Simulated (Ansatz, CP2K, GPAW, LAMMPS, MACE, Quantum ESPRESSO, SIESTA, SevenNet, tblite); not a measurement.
## GPAW on liquid (Cs,Li)Cl at 1400 K (68 atoms): settings against a plane-wave reference

How do the settings of GPAW change the result for liquid (Cs,Li)Cl at 1400 K (68 atoms)? A plane-wave run serves as the yardstick.

Main program and level: GPAW 26.7.0; the method is named at each step.

### Step 1. Set-up

The cell holds 68 atoms: 22 Cs, 12 Li and 34 Cl. Cell: a = 14.507 Å, b = 14.507 Å, c = 14.507 Å, α = 90.0°, β = 90.0°, γ = 90.0°. 68 atoms (22 Cs, 12 Li, 34 Cl) placed at random at 2.29 g/cm³, melted at 1800 K for 10 ps at fixed volume with the Lennard-Jones and Coulomb ion parameters for SPC/E (Joung and Cheatham, J. Phys. Chem. B 112, 9020 (2008)), full charges. Snapshot at the end of a hold of 20 ps at 1400 K and fixed volume.

The yardstick, on the same geometry:

```
method                                           : Kohn-Sham DFT, PBE, SSSP efficiency 1.3.0 pseudopotentials, plane waves (Quantum ESPRESSO 7.5); sssp-pbe-1.3.0-efficiency, cutoffs 45/360 Ry, Γ point
r.m.s. force component                           : 0.5272 eV/Å
longest force                                    : 1.91 eV/Å
pressure                                         : 1.048 GPa
gap (highest filled to lowest empty level) : 2.948 eV
time                                             : 3.9 min on 4 MPI ranks of Arm Neoverse V2, shared host
CPU time                                         : 16 min
```

### Step 2. PBE, LCAO dzp, h 0.2 Å

Method: Kohn-Sham DFT, PBE, PAW, atomic orbitals (dzp).

File run.py:

```python
import numpy as np
from ase.io import read
from gpaw import GPAW, FermiDirac

atoms = read("structure.xyz")
atoms.calc = GPAW(
    mode="lcao",
    basis="dzp",
    h=0.2,
    xc="PBE",
    kpts={"size": (1, 1, 1), "gamma": True},
    occupations=FermiDirac(0.05),
    maxiter=200,
    symmetry={"point_group": False},
    txt="gpaw.txt",
)
energy = atoms.get_potential_energy(force_consistent=True)
forces = atoms.get_forces()
print(f"energy {energy:.6f} eV")
print("forces (eV/A)")
for i, (a, f) in enumerate(zip(atoms, forces)):
    print(f"{i:4d} {a.symbol:2s} {f[0]:10.5f} {f[1]:10.5f} {f[2]:10.5f}")
print(f"Fermi level {atoms.calc.get_fermi_level():.4f} eV")
for k in range(len(atoms.calc.get_ibz_k_points())):
    for s in range(atoms.calc.get_number_of_spins()):
        e = atoms.calc.get_eigenvalues(kpt=k, spin=s)
        n = np.searchsorted(e, atoms.calc.get_fermi_level())
        print(f"k {k} spin {s} levels about the Fermi level:", np.round(e[max(n - 6, 0):n], 4).tolist(), "|", np.round(e[n:n + 6], 4).tolist())
```

File structure.xyz:

```xyz
68
Lattice="14.50730 0.00000 0.00000 0.00000 14.50730 0.00000 0.00000 0.00000 14.50730" Properties=species:S:1:pos:R:3 pbc="T T T"
Cs 8.04241 2.53152 1.23820
Cs 5.90549 1.41548 11.51270
Cs 12.38271 9.84639 11.56464
Cs 2.23514 6.96408 12.38387
Cs 3.63205 5.50813 8.00339
Cs 8.72861 7.46995 12.48339
Cs 4.67701 9.76893 9.68261
Cs 0.11910 2.41430 8.12119
Cs 11.82316 3.29736 13.82067
Cs 1.52747 12.69099 11.30931
Cs 11.16366 11.86509 0.87247
Cs 10.85784 7.17371 1.65876
Cs 6.28848 11.75918 13.24952
Cs 9.33081 8.79404 7.59486
Cs 12.65399 12.29116 7.88573
Cs 10.91993 5.69499 6.49782
Cs 5.76390 6.04635 2.20511
Cs 2.05641 7.42629 4.62275
Cs 4.15068 13.46234 7.16356
Cs 2.03595 13.71303 2.10646
Cs 2.46494 3.45970 13.93687
Cs 7.18097 9.81361 3.39543
Li 11.53330 13.78745 11.62920
Li 0.45263 8.54494 8.42149
Li 12.59843 6.06608 10.36822
Li 13.14623 0.38691 14.17523
Li 10.72220 1.70040 3.79206
Li 8.27235 13.66588 9.44889
Li 3.11254 3.35917 4.66569
Li 8.01325 1.87376 6.06057
Li 14.46740 5.66684 2.33727
Li 6.91142 5.24120 7.49128
Li 9.36316 3.87490 9.60456
Li 9.07519 13.29797 6.50304
Cl 4.85197 8.59180 12.37763
Cl 4.15300 1.73348 5.95336
Cl 7.79883 11.33165 6.64492
Cl 11.24664 13.74552 5.40861
Cl 14.37021 6.11410 9.08563
Cl 13.16741 1.13563 11.48717
Cl 8.49925 5.44590 0.56622
Cl 5.12369 4.95105 5.10381
Cl 1.37979 12.80400 8.04473
Cl 0.93964 0.56332 14.32045
Cl 9.54725 13.06905 12.91498
Cl 5.52786 12.84433 10.08489
Cl 2.70909 8.29020 7.41657
Cl 11.40694 1.19134 1.42143
Cl 10.79053 14.08847 9.19763
Cl 6.52277 7.26758 8.74224
Cl 10.18137 6.11758 9.37969
Cl 3.95498 8.59021 2.83212
Cl 3.04117 4.45157 11.18078
Cl 0.26926 5.40469 0.03409
Cl 9.23854 7.78143 4.37119
Cl 11.71827 7.46995 12.95154
[... 8 atom lines left out ...]
Cl 13.28477 12.75163 12.97896
Cl 8.37666 0.98243 3.99255
Cl 2.63017 4.16983 2.44840
Cl 0.64833 9.52956 10.79619
```

The run is started by

```
$ OMP_NUM_THREADS=1 python run.py > output.txt
```

The log of the run:

```text
energy -207.517033 eV
forces (eV/A)
   0 Cs   -0.34855   -0.76744   -0.39806
   1 Cs    0.03987    0.20623   -0.18410
   2 Cs   -0.69884    1.41006   -0.55732
   3 Cs   -0.78580    1.18713    0.37259
   4 Cs   -0.21134   -0.75274    0.24369
   5 Cs   -1.00202   -0.15758   -0.23043
   6 Cs   -0.31940    0.15021   -1.02175
   7 Cs    0.05105   -0.10687    0.33403
   8 Cs    0.61900    1.10952   -0.61145
   9 Cs    0.23443    0.21030    0.04798
  10 Cs   -0.13684   -0.09490    0.43064
  11 Cs    0.45961    0.05114    0.09120
  12 Cs    0.69692   -1.53721   -0.33132
  13 Cs   -0.07887    0.16465   -0.03190
  14 Cs    1.06107   -0.47047   -0.67553
  15 Cs    1.53657    0.64680   -1.26501
  16 Cs   -0.26998    0.06370   -0.09323
  17 Cs   -0.92435   -0.73281    0.14306
  18 Cs    0.91602   -0.36474   -0.30305
  19 Cs    0.69934   -0.44806    0.87955
  20 Cs    0.34265   -1.08158    0.35468
  21 Cs   -0.93447    0.55536    0.69854
  22 Li   -0.08493    0.33697   -0.15211
  23 Li   -0.03656   -0.14234    0.32421
[...]
60 Cl    0.23583    0.38418   -0.91480
  61 Cl   -0.83343   -0.12955   -0.85974
  62 Cl    0.10365   -0.32319   -0.20839
  63 Cl    0.07890    0.21550   -0.41164
  64 Cl   -0.46745   -0.30639    0.47151
  65 Cl    0.51485    0.27464    0.30600
  66 Cl    0.03344   -0.00360    0.55419
  67 Cl    1.28987   -0.10020   -0.41055
Fermi level 1.1644 eV
k 0 spin 0 levels about the Fermi level: [-0.4016, -0.3466, -0.3121, -0.2876, -0.1008, -0.0183] | [2.8458, 3.5099, 3.8335, 3.9402, 4.1058, 4.247]
```

gpaw.txt:

```text
Input parameters:
  mode=LCAO(),
  basis={'default': 'dzp'},
  h=0.2,
  kpts=MonkhorstPack(size=(1, 1, 1), gamma=True),
  maxiter=200,
  occupations=Occupations(name='fermi-dirac', width=0.05, fixmagmom=False),
  symmetry=Symmetry(point_group=False),
  xc=XC(name='PBE')
Unit cell  # Å
| periodic |         x |         y |         z |   lengths |    angles |
|----------|-----------|-----------|-----------|-----------|-----------|
|      yes | 14.507300 |  0.000000 |  0.000000 | 14.507300 | 90.000000 |
|      yes |  0.000000 | 14.507300 |  0.000000 | 14.507300 | 90.000000 |
|      yes |  0.000000 |  0.000000 | 14.507300 | 14.507300 | 90.000000 |
Number of symmetries: 1
Symmetry operations  # r_c * U_cc + t_c -> r_c
|   | kind |            matrix            |
|---|------|------------------------------|
| 0 |  E   |  1, 0, 0,  0, 1, 0,  0, 0, 1 |
BZ-sampling:
  Number of BZ points: 1
  Number of IBZ points: 1
  Monkhorst-Pack size: [1, 1, 1]
  Monkhorst-Pack shift: [0, 0, 0]
[... lines left out ...]
Reference energy: -5088903.415987  # eV
eigensolver:
density mixing:
  MSR1-Mixer
occupation numbers:
  Fermi-Dirac:
    width: 0.0500  # eV
FastPoissonSolver using
    Stencil: 6*3+1=19 point O(h^6) finite-difference Laplacian
xc functional:
  name: PBE with 2 nearest neighbor stencil
interpolation: tri-quintic # 5. degree polynomial
Initialization done in: 11.949 s
convergence criteria:
- Maximum [total energy] change in last 3 cyles: 0.0005 eV / valence electron
- Maximum integral of absolute [dens]ity change: 0.0001 electrons / valence electron
- Maximum integral of absolute [eigenst]ate change: 4e-08 eV^2 / valence electron
maximum number of iterations: 200
SCF iterations
|iter     |      energy | eigst |  dens |
|---------|-------------|-------|-------|
|iter:   1| -217.611746 |      c|       |
|iter:   2| -215.525181 |      c| -1.17 |
|iter:   3| -207.399444 |      c| -1.21 |
|iter:   4| -207.488567 |      c| -1.61 |
|iter:   5| -207.517119c|      c| -2.06 |
|iter:   6| -207.517031c|      c| -2.87 |
|iter:   7| -207.517030c|      c| -3.43 |
|iter:   8| -207.517033c|      c| -3.92 |
|iter:   9| -207.517033c|      c| -4.56c|
Converged in 9 steps
SCF loop duration: 339.977 s (37.775 s/step)
Energy contributions relative to reference atoms: (reference = -5088903.415987)
Energy contributions:
  Kinetic:         410.374167
  Coulomb:        -379.036312
  Zero:              5.002299
  External:          0.000000
  Xc:             -243.857187
  Entropy:          -0.000000
  Spinorbit:         0.000000
  ----------------------------
  Free energy:    -207.517033
  Extrapolated:   -207.517033
dipole moment: (-73.667241, 49.312203, 42.138994)  # |e|*Ang
Fermi level: 1.164
Eigenvalues  # (at kpt = [0.000, 0.000, 0.000])
| band index |      eig [eV] | occ [0-2] |
|------------|---------------|-----------|
|          0 |       -21.310 |     2.000 |
|        ... |               |           |
|        216 |        -0.446 |     2.000 |
|        217 |        -0.433 |     2.000 |
[...]
|        231 |         4.443 |     0.000 |
|        ... |               |           |
|        272 |         6.065 |     0.000 |
Gap: 2.864 eV
Transition (v -> c):
  (s=0, k=0, n=223, [0.00, 0.00, 0.00]) -> (s=0, k=0, n=224, [0.00, 0.00, 0.00])
No difference between direct/indirect transitions
Force computation time: 89.169  # s
timing:  # [seconds]
  Total:  441.118  # ━━━━━━━━━━━━━━━━━━━━━━━━━━━━━━━━━━━━━━━━━━━━━━━━━━━━━━━━
  Init:    11.948  # ━╸
  SCF:    339.977  # ━━━━━━━━━━━━━━━━━━━━━━━━━━━━━━━━━━━━━━━━━━━
  Forces:  89.169  # ━━━━━━━━━━━╸
```

Wall time 7.4 min (1 thread of Arm Neoverse V2, shared host); peak memory 2.9 GiB.

Banners, paths, timers and routine set-up lines are dropped from the logs unmarked, and long logs keep their key lines alone; longer cuts are marked.

Compared with the plane-wave run:

```
r.m.s. force component                           : 0.5768 eV/Å
r.m.s. difference of force components            : 65.92 meV/Å
longest difference of force vectors              : 208.4 meV/Å
force difference over r.m.s. force               : 12.5 %
slope of forces against the reference's          : 1.091
correlation of force components                  : 0.9969
gap (highest filled to lowest empty level) : 2.864 eV
gap difference                                   : -0.0836 eV
```

Length of the force difference by element (eV/Å):

| element | atoms | mean | most |
| --- | --- | --- | --- |
| Cl | 34 | 0.097 | 0.21 |
| Cs | 22 | 0.12 | 0.20 |
| Li | 12 | 0.070 | 0.17 |

Levels nearest the highest filled one (eV from it): -0.38, -0.33, -0.29, -0.27, -0.08, 0.00, 2.86, 3.53, 3.85, 3.96, 4.12, 4.27.

Local excerpt of 11 atoms (numbers count through the whole input) about Cs18, which has 6 bonded neighbours where the commonest count for Cs is 4; x, y, z are measured from there.

| atom | x | y | z | distance (Å) | bonds | Fx | Fy | Fz (eV/Å) |
| --- | --- | --- | --- | --- | --- | --- | --- | --- |
| Cs18 | 0.00 | 0.00 | 0.00 | 0.00 | 6 | -0.92 | -0.73 | 0.14 |
| Cl52 | 1.90 | 1.16 | -1.79 | 2.86 | 3 | 1.06 | 0.98 | -0.95 |
| Cl47 | 0.65 | 0.86 | 2.79 | 3.00 | 4 | -0.47 | 1.15 | 0.75 |
| Cl60 | -3.06 | 0.11 | -1.17 | 3.28 | 3 | 0.11 | -0.47 | -0.14 |
| Cl63 | -1.07 | -3.00 | 1.17 | 3.40 | 4 | 0.10 | -0.32 | -0.21 |
| Li31 | -2.10 | -1.76 | -2.29 | 3.57 | 2 | 0.42 | 0.24 | -0.09 |
| Cl67 | 0.57 | -3.26 | -2.17 | 3.96 | 4 | 0.03 | 0.00 | 0.55 |
| Cl42 | 3.07 | -2.48 | 0.48 | 3.97 | 4 | 0.37 | 0.06 | 0.59 |
| Cs5 | 1.58 | -1.92 | 3.38 | 4.19 | 6 | -0.21 | -0.75 | 0.24 |
| Li29 | 1.06 | -4.07 | 0.04 | 4.20 | 4 | 0.03 | 0.47 | 0.09 |
| Li24 | -1.60 | 1.12 | 3.80 | 4.27 | 4 | -0.04 | -0.14 | 0.32 |

Atoms are counted from 1 here, from 0 in the log.

Forces lie 13 % from the reference's, at 0.47 times its CPU time (on 1 against 4 cores).

### Step 3. LDA, LCAO dzp, h 0.2 Å

Method: Kohn-Sham DFT, LDA, PAW, atomic orbitals (dzp).

Changes to run.py since step 2:

```diff
@@ -9,3 +9,3 @@
     h=0.2,
-    xc="PBE",
+    xc="LDA",
     kpts={"size": (1, 1, 1), "gamma": True},
```

structure.xyz is that of step 2.

The log of the run:

```text
energy -225.926107 eV
forces (eV/A)
   0 Cs   -0.18949   -0.66437   -0.32684
   1 Cs    0.03508    0.01933   -0.12749
   2 Cs   -0.49463    1.25835   -0.55343
   3 Cs   -0.69699    1.04379    0.26429
   4 Cs   -0.25127   -0.56753    0.14524
   5 Cs   -0.78329   -0.24191   -0.06790
   6 Cs   -0.29303    0.04863   -0.90261
   7 Cs    0.10425    0.02936    0.28215
   8 Cs    0.49267    0.95258   -0.62417
   9 Cs    0.04050    0.12337   -0.03631
  10 Cs   -0.22875   -0.02568    0.15141
  11 Cs    0.29096    0.12262    0.05696
  12 Cs    0.66377   -1.31758   -0.39392
  13 Cs   -0.07036    0.04451   -0.10513
  14 Cs    0.95369   -0.40911   -0.60979
  15 Cs    1.22744    0.72528   -1.03227
  16 Cs   -0.29829    0.09738    0.05399
  17 Cs   -0.81735   -0.77280    0.16670
  18 Cs    0.84953   -0.21441   -0.12658
  19 Cs    0.62885   -0.28737    0.61407
  20 Cs    0.15643   -0.91542    0.36230
  21 Cs   -0.75794    0.31784    0.62784
  22 Li   -0.06604    0.32894   -0.13524
  23 Li   -0.03503   -0.15582    0.34863
[...]
60 Cl    0.29477    0.29601   -0.78174
  61 Cl   -0.68485   -0.05549   -0.72533
  62 Cl    0.24439   -0.26233   -0.09911
  63 Cl    0.08154    0.13118   -0.39658
  64 Cl   -0.48174   -0.23620    0.38743
  65 Cl    0.59811    0.36828    0.27779
  66 Cl    0.05118    0.07656    0.47971
  67 Cl    1.13093   -0.07792   -0.38777
Fermi level 0.9339 eV
k 0 spin 0 levels about the Fermi level: [-0.6678, -0.607, -0.5736, -0.5474, -0.3613, -0.2784] | [2.4739, 3.12, 3.4323, 3.5425, 3.6611, 3.8065]
```

gpaw.txt:

```text
Input parameters:
  mode=LCAO(),
  basis={'default': 'dzp'},
  h=0.2,
  kpts=MonkhorstPack(size=(1, 1, 1), gamma=True),
  maxiter=200,
  occupations=Occupations(name='fermi-dirac', width=0.05, fixmagmom=False),
  symmetry=Symmetry(point_group=False),
  xc=XC(name='LDA')
Unit cell  # Å
| periodic |         x |         y |         z |   lengths |    angles |
[... lines left out ...]
  Fermi-Dirac:
[... lines left out ...]
convergence criteria:
- Maximum [total energy] change in last 3 cyles: 0.0005 eV / valence electron
[... lines left out ...]
Converged in 9 steps
[... lines left out ...]
  Free energy:    -225.926107
  Extrapolated:   -225.926107
dipole moment: (-73.798829, 49.218164, 41.985524)  # |e|*Ang
Fermi level: 0.934
Eigenvalues  # (at kpt = [0.000, 0.000, 0.000])
| band index |      eig [eV] | occ [0-2] |
|------------|---------------|-----------|
|          0 |       -21.617 |     2.000 |
|        ... |               |           |
|        216 |        -0.706 |     2.000 |
|        217 |        -0.692 |     2.000 |
[...]
|        231 |         4.013 |     0.000 |
|        ... |               |           |
|        272 |         5.607 |     0.000 |
Gap: 2.752 eV
Transition (v -> c):
  (s=0, k=0, n=223, [0.00, 0.00, 0.00]) -> (s=0, k=0, n=224, [0.00, 0.00, 0.00])
No difference between direct/indirect transitions
Force computation time: 90.279  # s
timing:  # [seconds]
  Total:  432.204  # ━━━━━━━━━━━━━━━━━━━━━━━━━━━━━━━━━━━━━━━━━━━━━━━━━━━━━━━━
  Init:    10.022  # ━╸
  SCF:    331.881  # ━━━━━━━━━━━━━━━━━━━━━━━━━━━━━━━━━━━━━━━━━━━
  Forces:  90.279  # ━━━━━━━━━━━╸
```

The job ended after 7.2 min (1 thread; peak memory 2.9 GiB).

Against the reference:

* r.m.s. force component: 0.5036 eV/Å
* r.m.s. difference of force components: 77.36 meV/Å
* longest difference of force vectors: 244.2 meV/Å
* force difference over r.m.s. force: 14.67 %
* slope of forces against the reference's: 0.9455
* correlation of force components: 0.9898
* gap (highest filled to lowest empty level): 2.752 eV
* gap difference: -0.1954 eV

Against the first run (13 %), the force difference from the reference is 15 %, at 0.98 times the CPU time; the model has changed, so this is no error of the program alone.

(Continued in part 2 of 2.)

[Also dropped from logs without a mark: logging warnings of Python, and SIESTA's first energy breakdown and zero terms.]

[Logs are printed without paths, hosts, clocks, repeated set-up lines and the standing remarks that a program may print on its own settings, such as how far it seeks lower states.]

[Hosts, paths, dates, database ids (printed as entryN), source tags and the programs' standing remarks are cut or masked in the printed files.]
